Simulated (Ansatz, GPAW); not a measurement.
# Cl/Pd(110): work function by functional and basis, part 3 of 3

Wanted: work functions and dipole of Cl/Pd(110), with the cost of each level.

GPAW 26.7.0 and Ansatz 0.2.0; Ansatz plane waves; slab in vacuum with a dipole correction, relaxation; PAW set soft_1 (the session's first sound run).

So far, upper work function (eV): step 2 (relaxing the atoms, PBE) 5.75; step 5 (self-consistent run: xc = "revPBE") 5.66; step 6 (self-consistent run: xc = "RPBE") 5.67; step 7 (real-space grid: mode = "fd", PBE, GPAW) 5.75; step 8 (atomic orbitals: mode = "lcao", PBE, GPAW) 5.85.

## Step 10: A second plane-wave code

A second program with its own datasets checks the number independently.

This step: Ansatz plane waves; slab in vacuum with a dipole correction; PAW set soft_1 (Ansatz 0.2.0).

Input file input.yaml:

```yaml
crystal:
  lattice:
    - [3.89, 0.0, 0.0]
    - [0.0, 2.7506453788, 0.0]
    - [0.0, 0.0, 23.1200573406]
  atoms:
    - { symbol: Pd, position: [0.0, 0.0, 0.3460199031] }
    - { symbol: Pd, position: [0.5, 0.5, 0.405506031] }
    - { symbol: Pd, position: [0.0, 0.0, 0.464992159] }
    - { symbol: Pd, position: [0.5, 0.5, 0.5275957849] }
    - { symbol: Pd, position: [0.0, 0.0, 0.5908194597] }
    - { symbol: Cl, position: [0.5, 0.0, 0.6554230871] }
kpoints:
  mp_grid: { grid: [8, 11, 1] }
hamiltonian:
  xc: pbe
  pseudopotentials: { kind: paw, azcp: { folder: soft_1 } }
scf:
  occupations: { method: fermi_dirac, width: 0.1 }
efield:
  axis: 3
  dipole_correction: true
  ramp_width: 0.05
output:
  forces: true
  write_potential: true
  write_density: true
  volumetric_format: npy
```

On the command line:

```
$ ansatz run input.yaml --threads 4 --pin off --max-ram 8192MiB --backend cpu --events-out ev --progress --plain --runs-dir out
```

Numbers of over 12 decimals in the logs are rounded to 6 here.

Output:

```text
[...]
Crystal: 6 atoms, lattice volume = 247.385 Å³
Basis set: ecut = 420 eV, 4861 PW (Γ), exchange–correlation on 54×40×320 points (8 copies of the dense FFT grid, shifted against one another)
Bands: 59, of which v1, the nominal top of the filled ones, is band 49 counted from 1 (48 counted from 0)
Symmetry: 4 space group operations
[...]
k-points: 30 of 88
[...]
SCF iter   1: F=—  HF=-35949.251678 eV  |F-HF|=—  |Δ(HF+E_count)|=         —  Δρ=9.52e-2  dr2=3.46e1  ethr=3.10e-3  p=0.000 e·Å  D=5.19e-7 V/Å  ΔV_dip=-0.00 eV  dr2_dipole=6.78e-1  V_vac-E_F(+/−)=2.69/2.69 eV  ⟨swp⟩=8.1  Hψ=7567  notcnv=0  defer=13
[...]
SCF iter  15: F=-35942.952013 eV  HF=-35942.952013 eV  |F-HF|=3.42e-9  |Δ(HF+E_count)|=   4.86e-8  Δρ=1.47e-6  dr2=1.48e-8  ethr=1.03e-10  p=-0.051 e·Å  D=-3.73e-2 V/Å  ΔV_dip=0.86 eV  dr2_dipole=1.66e-9  V_vac-E_F(+/−)=5.75/4.89 eV  ⟨swp⟩=12.9  Hψ=12132  notcnv=0
SCF 1 converged in 15 iterations: F = -35942.952013 eV  dr2 = 1.48e-8
[...]
SCF converged after 15 iterations
Free energy (F): -35942.952013 eV
[...]
Internal energy: -35942.604474 eV  (E = F + TS)
E sigma→0 (E₀):  -35942.778244 eV
Entropy (-TS):   -0.347540 eV (-57.923 meV/atom)
Fermi energy:    2.988310 eV
Dipole field:    D = -0.037217 V/Å  (p = -0.050880 e·Å, saw-weighted, corrected)
Work function:   Φ+ = 5.7529 eV   Φ− = 4.8925 eV
[...]
--- Forces (eV/Å), atoms counted from 1 ---
  atom   1  Pd    -0.00000000     0.00000000     0.06735546
  atom   2  Pd     0.00000000    -0.00000000    -0.40164077
  atom   3  Pd     0.00000000    -0.00000000     0.33439697
  atom   4  Pd    -0.00000000     0.00000000    -0.00277261
  atom   5  Pd    -0.00000000     0.00000000     0.00358034
  atom   6  Cl    -0.00000000    -0.00000000    -0.00091224
  max |Σ_I F_I| component: 7.14e-6 eV/Å
--- Band table (eV; the first three rows and the last of 30) ---
  k-point 0: bands = [... 45 lower, 2.5648, 2.6271, 2.7110, 3.0655, 3.1457, 3.3026, 3.9798, 6.1459, ... 6 higher]
  k-point 1: bands = [... 45 lower, 2.4293, 2.6877, 2.6953, 2.8955, 2.9149, 3.2532, 4.1405, 6.3331, ... 6 higher]
  k-point 2: bands = [... 45 lower, 2.2121, 2.4381, 2.6205, 2.8033, 3.0888, 3.2712, 4.5367, 6.8379, ... 6 higher]
  k-point 29: bands = [... 45 lower, 2.9074, 2.9749, 2.9828, 3.1358, 5.0350, 5.8370, 7.2214, 8.6881, ... 6 higher]
```

It took 16 s on 4 threads of Arm Neoverse V2, shared host; peak memory 0.81 GiB.

Numbers from this step:

* upper work function: 5.753 eV
* lower work function: 4.892 eV
* dipole along the normal: -0.05088 e·Å
* dipole field: -0.03722 V/Å
* vacuum level above: 8.741 eV

The electrostatic potential energy of an electron (with the applied field's), less the Fermi level, planar mean oscillates, so the rows of the table below give means over windows of 1.44 Å about each position, cut where the curve ends. Its maxima inside the range that stand out by 2 % of the span (Å: eV): 8.7: -7.02, 10.1: -7.39, 11.4: -6.12, 12.9: -6.02, 14.4: -3.53. Its minima: 8.1: -10.1, 9.4: -10.8, 10.7: -10.6, 12.1: -10.4, 13.6: -10.5, 15.0: -5.50.

The electrostatic potential energy of an electron (with the applied field's), less the Fermi level, planar mean by z; means over each step:

| z (Å) | electrostatic potential energy of an electron (with the applied field's), less the Fermi level, planar mean (eV) |
| --- | --- |
| 0.72 | 4.98 |
| 2.16 | 4.89 |
| 3.60 | 4.89 |
| 5.04 | 4.87 |
| 6.48 | 3.86 |
| 7.92 | -7.00 |
| 9.36 | -8.81 |
| 10.80 | -8.55 |
| 12.24 | -8.24 |
| 13.68 | -7.86 |
| 15.12 | -3.77 |
| 16.56 | 4.85 |
| 18.00 | 5.75 |
| 19.44 | 5.75 |
| 20.88 | 5.75 |
| 22.32 | 5.71 |

The valence density, planar mean oscillates, so the rows of the table below give means over windows of 1.44 Å about each position, cut where the curve ends. Its maxima inside the range that stand out by 2 % of the span (Å: e/Å³): 7.9: 1.63, 9.4: 1.69, 10.7: 1.67, 12.1: 1.66, 13.7: 1.64. Its minima: 8.7: 0.741, 10.1: 0.748, 11.4: 0.655, 12.9: 0.643.

Table of valence density, planar mean by z; means over each step:

| z (Å) | valence density, planar mean (e/Å³) |
| --- | --- |
| 3.60 | 1.9e-5 |
| 5.04 | 8.0e-4 |
| 6.48 | 0.0482 |
| 7.92 | 1.09 |
| 9.36 | 1.20 |
| 10.80 | 1.18 |
| 12.24 | 1.16 |
| 13.68 | 1.13 |
| 15.12 | 0.423 |
| 16.56 | 0.0534 |
| 18.00 | 4.3e-4 |
| 19.44 | 4.5e-6 |

Force by atom:

| atom | x (eV/Å) | y (eV/Å) | z (eV/Å) | size |
| --- | --- | --- | --- | --- |
| Pd1 | 0.000 | 0.000 | 0.067 | 0.067 |
| Pd2 | 0.000 | 0.000 | -0.402 | 0.402 |
| Pd3 | 0.000 | 0.000 | 0.334 | 0.334 |
| Pd4 | 0.000 | 0.000 | -0.003 | 0.003 |
| Pd5 | 0.000 | 0.000 | 0.004 | 0.004 |
| Cl6 | 0.000 | 0.000 | -0.001 | 0.001 |

The upper face's work function is 5.753 eV, against 5.752 eV in the first plane-wave PBE run at this geometry.

## Step 11: Side by side

Results and costs are gathered.

This step: comparison of work functions, dipole and cost; PAW set soft_1 (GPAW 26.7.0).

Ladder, by row:

| step | code | work function, upper (eV) | work function, lower (eV) | dipole (e Å) | wall time (s) | peak memory (GiB) | threads |
| --- | --- | --- | --- | --- | --- | --- | --- |
| pw | GPAW | 5.752 | 4.889 | -0.05105 | 471.1 | 0.36 | 1 |
| optPBE-vdW | GPAW | 6.001 | 5.1 | -0.05329 | 709.6 | 0.5 | 1 |
| revPBE | GPAW | 5.66 | 4.725 | -0.05523 | 422.5 | 0.36 | 1 |
| RPBE | GPAW | 5.667 | 4.708 | -0.05668 | 449.3 | 0.36 | 1 |
| fd | GPAW | 5.751 | 4.888 | -0.05106 | 2230 | 1.95 | 1 |
| lcao | GPAW | 5.854 | 4.934 | -0.05442 | 2927 | 0.57 | 1 |
| ansatz | Ansatz | 5.753 | 4.892 | -0.05088 | 16.34 | 0.813 | 4 |

## Step 12: Summary of results

```json
{
 "work function, upper and lower face": "5.752 and 4.889 eV",
 "dipole along the normal": "-0.0510 e Å"
}
```

What this shows: With plane waves and PBE the work function is 5.75 eV on the upper face and 4.89 eV on the lower. The two faces differ by 0.86 eV, the step that the slab's dipole makes (e p/(ε0 A) gives 0.86 eV), so the dipole layer is needed. Over the sound runs of the table the upper face's work function spans 5.660 (revPBE) to 6.001 eV (optPBE-vdW). Atomic orbitals miss the plane-wave value by 0.10 eV, since they describe the tail of the density in the vacuum poorly. The two plane-wave codes differ by 6.2e-4 eV on the upper face. The cell of 10.7 Å² holds one Cl, started on one chosen site; other sites and coverages weren't tried. The in-plane lattice was kept as typed, which isn't the functional's own and leaves some strain; spin-orbit coupling and temperature are left out.

[Logs are printed without paths, hosts, clocks, repeated set-up lines and the standing remarks that a program may print on its own settings, such as how far it seeks lower states.]

[Hosts, paths, dates, database ids (printed as entryN), source tags and the programs' standing remarks are cut or masked in the printed files.]
